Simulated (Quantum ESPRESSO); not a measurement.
# CaO (Lime): optical spectrum from first principles, part 2 of 3

Wanted: where CaO (Lime) starts to absorb, how strongly, and its refractive index.

Quantum ESPRESSO 7.5; DFT, PBE, plane waves with norm-conserving potentials (PseudoDojo), scalar-relativistic, independent-particle optical response without local fields and without the non-local commutator.

So far. Step 2 (Ground state): There is a gap, 3.66 eV on this mesh (points off the mesh can give less), so no carriers' term is needed.

### Step 3. Ground state with the final occupations

Level of this step: DFT, PBE, plane waves with norm-conserving potentials (PseudoDojo), scalar-relativistic, ground state (Quantum ESPRESSO).

The ground state once more, with the occupations that the first run showed to fit.

Contents of scf.in:

```
&control
  calculation = 'scf'
  prefix = 'x'
  outdir = './tmp'
  pseudo_dir = './'
  verbosity = 'high'
/
&system
  ibrav = 0
  nat = 2
  ntyp = 2
  ecutwfc = 90
  occupations = 'fixed'
/
&electrons
  conv_thr = 1e-09
  electron_maxstep = 100
/
ATOMIC_SPECIES
  Ca 1.0 Ca.upf
  O 1.0 O.upf
CELL_PARAMETERS angstrom
  0.000000000000 2.406500000000 2.406500000000
  2.406500000000 0.000000000000 2.406500000000
  2.406500000000 2.406500000000 0.000000000000
ATOMIC_POSITIONS crystal
  Ca 0.000000000000 0.000000000000 0.000000000000
  O 0.500000000000 0.500000000000 0.500000000000
K_POINTS automatic
  8 8 8 0 0 0
```

On the command line:

```sh
> mpirun -n 4 pw.x -nk 4 -in scf.in
```

Output:

```text
[banner, memory and clock lines left out]

     using ibrav=0 with symmetry is DISCOURAGED, use correct ibrav instead

     G-vector sticks info

     bravais-lattice index     =            0
     lattice parameter (alat)  =       6.4313  a.u.
     unit-cell volume          =     188.0980 (a.u.)^3
     number of atoms/cell      =            2
     number of atomic types    =            2
     number of electrons       =        16.00
     number of Kohn-Sham states=            8
     kinetic-energy cutoff     =      90.0000  Ry
     charge density cutoff     =     360.0000  Ry
     scf convergence threshold =      1.0E-09
     mixing beta               =       0.7000
     number of iterations used =            8  plain     mixing
     Exchange-correlation= PBE
                           (   1   4   3   4   0   0   0)

     celldm(1)=   6.431314  celldm(2)=   0.000000  celldm(3)=   0.000000
     celldm(4)=   0.000000  celldm(5)=   0.000000  celldm(6)=   0.000000

     crystal axes: (cart. coord. in units of alat)
               a(1) = (   0.000000   0.707107   0.707107 )
               a(2) = (   0.707107   0.000000   0.707107 )
               a(3) = (   0.707107   0.707107   0.000000 )

     reciprocal axes: (cart. coord. in units 2 pi/alat)
               b(1) = ( -0.707107  0.707107  0.707107 )
               b(2) = (  0.707107 -0.707107  0.707107 )
               b(3) = (  0.707107  0.707107 -0.707107 )

     ./Ca.upf
     Pseudo is Norm-conserving + core correction, Zval = 10.0
     Generated using ONCVPSP code by D. R. Hamann
     Using radial grid of 1766 points,  6 beta functions with:
                l(1) =   0
                l(2) =   0
                l(3) =   1
                l(4) =   1
                l(5) =   2
                l(6) =   2

     ./O.upf
     Pseudo is Norm-conserving + core correction, Zval =  6.0
     Generated using ONCVPSP code by D. R. Hamann
     Using radial grid of  936 points,  5 beta functions with:
                l(1) =   0
                l(2) =   0
                l(3) =   1
                l(4) =   1
                l(5) =   2

     atomic species   valence    mass     pseudopotential
     Ca               10.00     1.00000     Ca( 1.00)
     O                 6.00     1.00000     O ( 1.00)

     48 Sym. Ops., with inversion, found

                                    s                        frac. trans.

     [... symmetry matrices left out ...]
   Cartesian axes

     site n.     atom                  positions (alat units)
         1        Ca     tau(   1) = (   0.0000000   0.0000000   0.0000000  )
         2        O      tau(   2) = (   0.7071068   0.7071068   0.7071068  )

   Crystallographic axes

     site n.     atom                  positions (cryst. coord.)
         1        Ca     tau(   1) = (  0.0000000  0.0000000  0.0000000  )
         2        O      tau(   2) = (  0.5000000  0.5000000  0.5000000  )

     number of k points=    29
                       cart. coord. in units 2pi/alat
        k(    1) = (   0.0000000   0.0000000   0.0000000), wk =   0.0039062
        k(    2) = (   0.0883883   0.0883883  -0.0883883), wk =   0.0312500
        k(    3) = (   0.1767767   0.1767767  -0.1767767), wk =   0.0312500
        k(    4) = (   0.2651650   0.2651650  -0.2651650), wk =   0.0312500
        k(    5) = (  -0.3535534  -0.3535534   0.3535534), wk =   0.0156250
        k(    6) = (   0.1767767   0.0000000   0.0000000), wk =   0.0234375
        k(    7) = (   0.2651650   0.0883883  -0.0883883), wk =   0.0937500
        k(    8) = (   0.3535534   0.1767767  -0.1767767), wk =   0.0937500
        k(    9) = (  -0.2651650  -0.4419417   0.4419417), wk =   0.0937500
        k(   10) = (  -0.1767767  -0.3535534   0.3535534), wk =   0.0937500
        k(   11) = (  -0.0883883  -0.2651650   0.2651650), wk =   0.0937500
        k(   12) = (   0.0000000  -0.1767767   0.1767767), wk =   0.0468750
        k(   13) = (   0.3535534   0.0000000   0.0000000), wk =   0.0234375
        k(   14) = (   0.4419417   0.0883883  -0.0883883), wk =   0.0937500
        k(   15) = (  -0.1767767  -0.5303301   0.5303301), wk =   0.0937500
        k(   16) = (  -0.0883883  -0.4419417   0.4419417), wk =   0.0937500
[...]
cryst. coord.
[...]
k(   22) = (   0.1250000   0.2500000   0.3750000), wk =   0.0937500
        k(   23) = (   0.1250000   0.2500000  -0.5000000), wk =   0.1875000
        k(   24) = (   0.1250000   0.2500000  -0.3750000), wk =   0.0937500
        k(   25) = (   0.1250000   0.3750000  -0.5000000), wk =   0.0937500
        k(   26) = (   0.1250000   0.3750000  -0.3750000), wk =   0.1875000
        k(   27) = (   0.1250000   0.3750000  -0.2500000), wk =   0.0937500
        k(   28) = (   0.1250000  -0.5000000  -0.3750000), wk =   0.0468750
        k(   29) = (   0.2500000  -0.5000000  -0.2500000), wk =   0.0234375

     Dense  grid:    21595 G-vectors     FFT dimensions: (  40,  40,  40)

     Initial potential from superposition of free atoms

     starting charge      15.9951, renormalised to      16.0000
     Starting wfcs are    9 randomized atomic wfcs

     Self-consistent Calculation

     iteration #  1     ecut=    90.00 Ry     beta= 0.70
     Davidson diagonalization with overlap

            51 MiB given to the printing process from OS
            19 MiB allocation reported by mallinfo(arena+hblkhd)
------------------
     ethr =  1.00E-02,  avg # of iterations =  2.0

     total energy              =    -110.43356456 Ry
     estimated scf accuracy    <       0.58872193 Ry

     iteration #  2     ecut=    90.00 Ry     beta= 0.70
     Davidson diagonalization with overlap

            61 MiB given to the printing process from OS
            25 MiB allocation reported by mallinfo(arena+hblkhd)
------------------
     ethr =  3.68E-03,  avg # of iterations =  4.8

     total energy              =    -110.51142375 Ry
     estimated scf accuracy    <       1.55032596 Ry

     iteration #  3     ecut=    90.00 Ry     beta= 0.70
     Davidson diagonalization with overlap

            61 MiB given to the printing process from OS
            26 MiB allocation reported by mallinfo(arena+hblkhd)
------------------
     ethr =  3.68E-03,  avg # of iterations =  3.8

     total energy              =    -110.76786596 Ry
     estimated scf accuracy    <       0.00370239 Ry

     iteration #  4     ecut=    90.00 Ry     beta= 0.70
     Davidson diagonalization with overlap

            62 MiB given to the printing process from OS
            27 MiB allocation reported by mallinfo(arena+hblkhd)
------------------
     ethr =  2.31E-05,  avg # of iterations =  5.3

     total energy              =    -110.77108232 Ry
     estimated scf accuracy    <       0.01161481 Ry

     iteration #  5     ecut=    90.00 Ry     beta= 0.70
     Davidson diagonalization with overlap

            63 MiB given to the printing process from OS
            27 MiB allocation reported by mallinfo(arena+hblkhd)
------------------
     ethr =  2.31E-05,  avg # of iterations =  4.4

     total energy              =    -110.77382722 Ry
     estimated scf accuracy    <       0.00123236 Ry

     iteration #  6     ecut=    90.00 Ry     beta= 0.70
     Davidson diagonalization with overlap

            63 MiB given to the printing process from OS
            28 MiB allocation reported by mallinfo(arena+hblkhd)
------------------
     ethr =  7.70E-06,  avg # of iterations =  3.9

     total energy              =    -110.77420848 Ry
     estimated scf accuracy    <       0.00193463 Ry

     iteration #  7     ecut=    90.00 Ry     beta= 0.70
     Davidson diagonalization with overlap

            64 MiB given to the printing process from OS
            29 MiB allocation reported by mallinfo(arena+hblkhd)
------------------
     ethr =  7.70E-06,  avg # of iterations =  2.0

     total energy              =    -110.77442264 Ry
     estimated scf accuracy    <       0.00009591 Ry

     iteration #  8     ecut=    90.00 Ry     beta= 0.70
     Davidson diagonalization with overlap

            65 MiB given to the printing process from OS
            29 MiB allocation reported by mallinfo(arena+hblkhd)
------------------
     ethr =  5.99E-07,  avg # of iterations =  3.9

     total energy              =    -110.77447478 Ry
     estimated scf accuracy    <       0.00000927 Ry

     iteration #  9     ecut=    90.00 Ry     beta= 0.70
     Davidson diagonalization with overlap

            65 MiB given to the printing process from OS
            30 MiB allocation reported by mallinfo(arena+hblkhd)
------------------
     ethr =  5.80E-08,  avg # of iterations =  2.3

     total energy              =    -110.77447599 Ry
     estimated scf accuracy    <       0.00000095 Ry

     iteration # 10     ecut=    90.00 Ry     beta= 0.70
     Davidson diagonalization with overlap

            66 MiB given to the printing process from OS
            30 MiB allocation reported by mallinfo(arena+hblkhd)
------------------
     ethr =  5.96E-09,  avg # of iterations =  3.7

     total energy              =    -110.77447625 Ry
     estimated scf accuracy    <       0.00000001 Ry

     iteration # 11     ecut=    90.00 Ry     beta= 0.70
     Davidson diagonalization with overlap

            66 MiB given to the printing process from OS
            30 MiB allocation reported by mallinfo(arena+hblkhd)
------------------
     ethr =  7.81E-11,  avg # of iterations =  5.8

     total energy              =    -110.77447627 Ry
     estimated scf accuracy    <       0.00000001 Ry

     iteration # 12     ecut=    90.00 Ry     beta= 0.70
     Davidson diagonalization with overlap

            66 MiB given to the printing process from OS
            30 MiB allocation reported by mallinfo(arena+hblkhd)
------------------
     ethr =  7.81E-11,  avg # of iterations =  2.0

     total energy              =    -110.77447627 Ry
     estimated scf accuracy    <          3.5E-09 Ry

     iteration # 13     ecut=    90.00 Ry     beta= 0.70
     Davidson diagonalization with overlap

            66 MiB given to the printing process from OS
            30 MiB allocation reported by mallinfo(arena+hblkhd)
------------------
     ethr =  2.18E-11,  avg # of iterations =  4.0

     total energy              =    -110.77447627 Ry
     estimated scf accuracy    <          1.8E-09 Ry

     iteration # 14     ecut=    90.00 Ry     beta= 0.70
     Davidson diagonalization with overlap

            66 MiB given to the printing process from OS
            30 MiB allocation reported by mallinfo(arena+hblkhd)
------------------
     ethr =  1.14E-11,  avg # of iterations =  1.1

     End of self-consistent calculation

          k = 0.0000 0.0000 0.0000 (  2733 PWs)   bands (ev):

   -29.9286 -10.6890 -10.6890 -10.6890  -7.7171   7.7454   7.7454   7.7454

     occupation numbers
     1.0000   1.0000   1.0000   1.0000   1.0000   1.0000   1.0000   1.0000

          k = 0.0884 0.0884-0.0884 (  2710 PWs)   bands (ev):

   -29.9141 -10.8910 -10.6968 -10.6968  -7.5049   7.2184   7.5394   7.5394

     occupation numbers
     1.0000   1.0000   1.0000   1.0000   1.0000   1.0000   1.0000   1.0000

          k = 0.1768 0.1768-0.1768 (  2710 PWs)   bands (ev):

   -29.8789 -11.2995 -10.7156 -10.7156  -7.0698   6.2305   7.0975   7.0975

     occupation numbers
     1.0000   1.0000   1.0000   1.0000   1.0000   1.0000   1.0000   1.0000

          k = 0.2652 0.2652-0.2652 (  2713 PWs)   bands (ev):

   -29.8433 -11.6408 -10.7342 -10.7342  -6.6987   5.4353   6.7128   6.7128

     occupation numbers
     1.0000   1.0000   1.0000   1.0000   1.0000   1.0000   1.0000   1.0000

          k =-0.3536-0.3536 0.3536 (  2692 PWs)   bands (ev):

   -29.8285 -11.7691 -10.7418 -10.7418  -6.5569   5.1383   6.5662   6.5662

     occupation numbers
     1.0000   1.0000   1.0000   1.0000   1.0000   1.0000   1.0000   1.0000

          k = 0.1768 0.0000 0.0000 (  2721 PWs)   bands (ev):

   -29.9093 -10.8952 -10.7217 -10.7217  -7.4678   6.9257   7.6277   7.6277

     occupation numbers
     1.0000   1.0000   1.0000   1.0000   1.0000   1.0000   1.0000   1.0000

     [... further k points left out ...]

     highest occupied level (ev):     7.7454

!    total energy              =    -110.77447627 Ry
     estimated scf accuracy    <          9.3E-10 Ry

     The total energy is the sum of the following terms:
     one-electron contribution =     -25.34042181 Ry
     hartree contribution      =      20.74117430 Ry
     xc contribution           =     -23.24083599 Ry
     ewald contribution        =     -82.93439277 Ry

     convergence has been achieved in  14 iterations

     XML data file, charge density, pseudopotentials, collected wavefunctions

                                        0.00s GPU  (     498 calls)
```

Run time: 4.6 s. Hardware: 4 MPI ranks of Arm Neoverse V2, shared host; peak memory 0.07 GiB.

### Step 4. Bands on the whole mesh, 12×12×12

At the fixed density, many empty bands are solved on the mesh of the response, since the spectrum sums over them.

This step: DFT, PBE, plane waves with norm-conserving potentials (PseudoDojo), scalar-relativistic, bands at fixed density (Quantum ESPRESSO 7.5).

nscf.in, as its differences from scf.in of step 3:

```diff
@@ -1,3 +1,3 @@
 &control
-  calculation = 'scf'
+  calculation = 'nscf'
   prefix = 'x'
@@ -5,3 +5,2 @@
   pseudo_dir = './'
-  verbosity = 'high'
 /
@@ -13,2 +12,5 @@
   occupations = 'fixed'
+  nbnd = 22
+  nosym = .true.
+  noinv = .true.
 /
@@ -17,2 +19,3 @@
   electron_maxstep = 100
+  diago_full_acc = .true.
 /
@@ -29,2 +32,2 @@
 K_POINTS automatic
-  8 8 8 0 0 0
+  12 12 12 0 0 0
```

On the command line:

```sh
> mpirun -n 4 pw.x -nk 4 -in nscf.in
```

Output:

```text
[banner, memory and clock lines left out]

     Atomic positions and unit cell read from directory:

     G-vector sticks info

     bravais-lattice index     =            0
     lattice parameter (alat)  =       6.4313  a.u.
     unit-cell volume          =     188.0980 (a.u.)^3
     number of atoms/cell      =            2
     number of atomic types    =            2
     number of electrons       =        16.00
     number of Kohn-Sham states=           22
     kinetic-energy cutoff     =      90.0000  Ry
     charge density cutoff     =     360.0000  Ry
     Exchange-correlation= PBE
                           (   1   4   3   4   0   0   0)

     celldm(1)=   6.431314  celldm(2)=   0.000000  celldm(3)=   0.000000
     celldm(4)=   0.000000  celldm(5)=   0.000000  celldm(6)=   0.000000

     crystal axes: (cart. coord. in units of alat)
               a(1) = (   0.000000   0.707107   0.707107 )
               a(2) = (   0.707107   0.000000   0.707107 )
               a(3) = (   0.707107   0.707107   0.000000 )

     reciprocal axes: (cart. coord. in units 2 pi/alat)
               b(1) = ( -0.707107  0.707107  0.707107 )
               b(2) = (  0.707107 -0.707107  0.707107 )
               b(3) = (  0.707107  0.707107 -0.707107 )

     ./Ca.upf
     Pseudo is Norm-conserving + core correction, Zval = 10.0
     Generated using ONCVPSP code by D. R. Hamann
     Using radial grid of 1766 points,  6 beta functions with:
                l(1) =   0
                l(2) =   0
                l(3) =   1
                l(4) =   1
                l(5) =   2
                l(6) =   2

     ./O.upf
     Pseudo is Norm-conserving + core correction, Zval =  6.0
     Generated using ONCVPSP code by D. R. Hamann
     Using radial grid of  936 points,  5 beta functions with:
                l(1) =   0
                l(2) =   0
                l(3) =   1
                l(4) =   1
                l(5) =   2

     atomic species   valence    mass     pseudopotential
     Ca               10.00     1.00000     Ca( 1.00)
     O                 6.00     1.00000     O ( 1.00)

     No symmetry found

   Cartesian axes

     site n.     atom                  positions (alat units)
         1        Ca     tau(   1) = (   0.0000000   0.0000000   0.0000000  )
         2        O      tau(   2) = (   0.7071068   0.7071068   0.7071068  )

     number of k points=  1728

     Number of k-points >= 100: set verbosity='high' to print them.

     Dense  grid:    21595 G-vectors     FFT dimensions: (  40,  40,  40)

     The potential is recalculated from file :

     Starting wfcs are    9 randomized atomic wfcs +   13 random wfcs

     Band Structure Calculation
     Davidson diagonalization with overlap

     ethr =  6.25E-12,  avg # of iterations = 39.7

     End of band structure calculation

     Number of k-points >= 100: set verbosity='high' to print the bands.

     highest occupied, lowest unoccupied level (ev):     7.7450   11.4075

     XML data file, pseudopotentials, collected wavefunctions

                                        0.00s GPU  (   19502 calls)

[... left out ...]
ulation
     Davidson diagonalization with overlap

     ethr =  6.25E-12,  avg # of iterations = 39.7

     End of band structure calculation

     Number of k-points >= 100: set verbosity='high' to print the bands.

     highest occupied, lowest unoccupied level (ev):     7.7450   11.4075

     XML data file, pseudopotentials, collected wavefunctions

                                        0.00s GPU  (   19502 calls)
```

Wall time 4.4 min (4 MPI ranks); peak memory 0.05 GiB; 17 min of CPU time.

(Continued in part 3 of 3.)

[Machine, clock, banner and «Message from routine» lines are left out of the logs.]

[Logs are printed without paths, hosts, clocks, repeated set-up lines and the standing remarks that a program may print on its own settings, such as how far it seeks lower states.]

[Hosts, paths, dates, database ids (printed as entryN), source tags and the programs' standing remarks are cut or masked in the printed files.]
